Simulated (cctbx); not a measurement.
# Zn14BiPd: precision against data quality

Space group Amm2 (no. 38), a = 9.0980 Å, b = 5.5070 Å, c = 9.6970 Å, α = 90.00°, β = 90.00°, γ = 90.00°.

| atom | mult. | x | y | z | Ueq (Å²) |
| --- | --- | --- | --- | --- | --- |
| Bi1 | 2 | 1/2 | 1/2 | 0.1680 | 0.0126 |
| Pd1 | 2 | 1/2 | 0 | 0.1767 | 0.0227 |
| Zn1 | 4 | 0.7505 | 1/2 | 0.3418 | 0.0267 |
| Zn2 | 4 | 0.7395 | 0 | 0.3325 | 0.0168 |
| Zn3 | 8 | 0.7455 | 0.7546 | 0.0899 | 0.0448 |
| Zn4 | 4 | 0 | 0.2623 | 0.4144 | 0.0318 |
| Zn5 | 4 | 1/2 | 0.2466 | 0.4153 | 0.0365 |
| Zn6 | 2 | 0 | 1/2 | 0.1638 | 0.0265 |
| Zn7 | 2 | 0 | 0 | 0.1619 | 0.0269 |

The model is made up (kin elements in a known structure type, no relaxation), so it says nothing on whether the phase exists.

Five simulated data sets (cctbx; Mo Kα, λ = 0.71073 Å; 3 % proportional error) differ in resolution or exposure (noise floor 8 counts in the first three, 8 in the last two). Each is refined with the right model, isotropic at 1.1 Å and anisotropic otherwise. How do the figures of merit and the uncertainties move?

| d min (Å) | top counts | ⟨I/σ⟩ (unmerged, absences included) | unique | param. (scale apart) | Rint | R1 | GooF | largest s.u. xyz (fractional) | s.u. U of Zn1 (Å²) | largest error (Å) |
| --- | --- | --- | --- | --- | --- | --- | --- | --- | --- | --- |
| 1.1 | 20000 | 6.2 | 236 | 24 | 0.030 | 0.0208 | 1.36 | 0.00128 | 0.0009 | 0.0571 |
| 0.84 | 20000 | 5.4 | 515 | 49 | 0.033 | 0.0193 | 0.94 | 0.00087 | 0.0008 | 0.0129 |
| 0.6 | 20000 | 3.8 | 1327 | 49 | 0.049 | 0.0273 | 0.91 | 0.00071 | 0.0005 | 0.0094 |
| 0.75 | 300 | 0.3 | 706 | 49 | 0.539 | 0.1314 | 0.92 | 0.02478 | 0.0273 | 0.0756 |
| 0.75 | 3000 | 1.6 | 706 | 49 | 0.117 | 0.0564 | 0.92 | 0.00332 | 0.0029 | 0.0376 |

The number of reflections grows roughly as 1/d³: 236, 515 and 1327 here. R1 follows the noise rather than the truth: at 300 counts it is 0.1314, at 3000 counts 0.0564, while GooF is 0.92 and 0.92: the weights 1/σ² carry the noise. The s.u. of U (U11 where anisotropic) for Zn1 goes 0.0009, 0.0008, 0.0005 Å² with resolution and 0.0273, 0.0029 Å² with exposure.

The 1.1 Å row also differs in its displacement model, so it isn't a clean test of resolution.

Hardware for the 0.6 Å refinement: 0.61 s on 1 thread of Arm Neoverse V2, with other jobs on the host, peak memory 0.09 GiB.
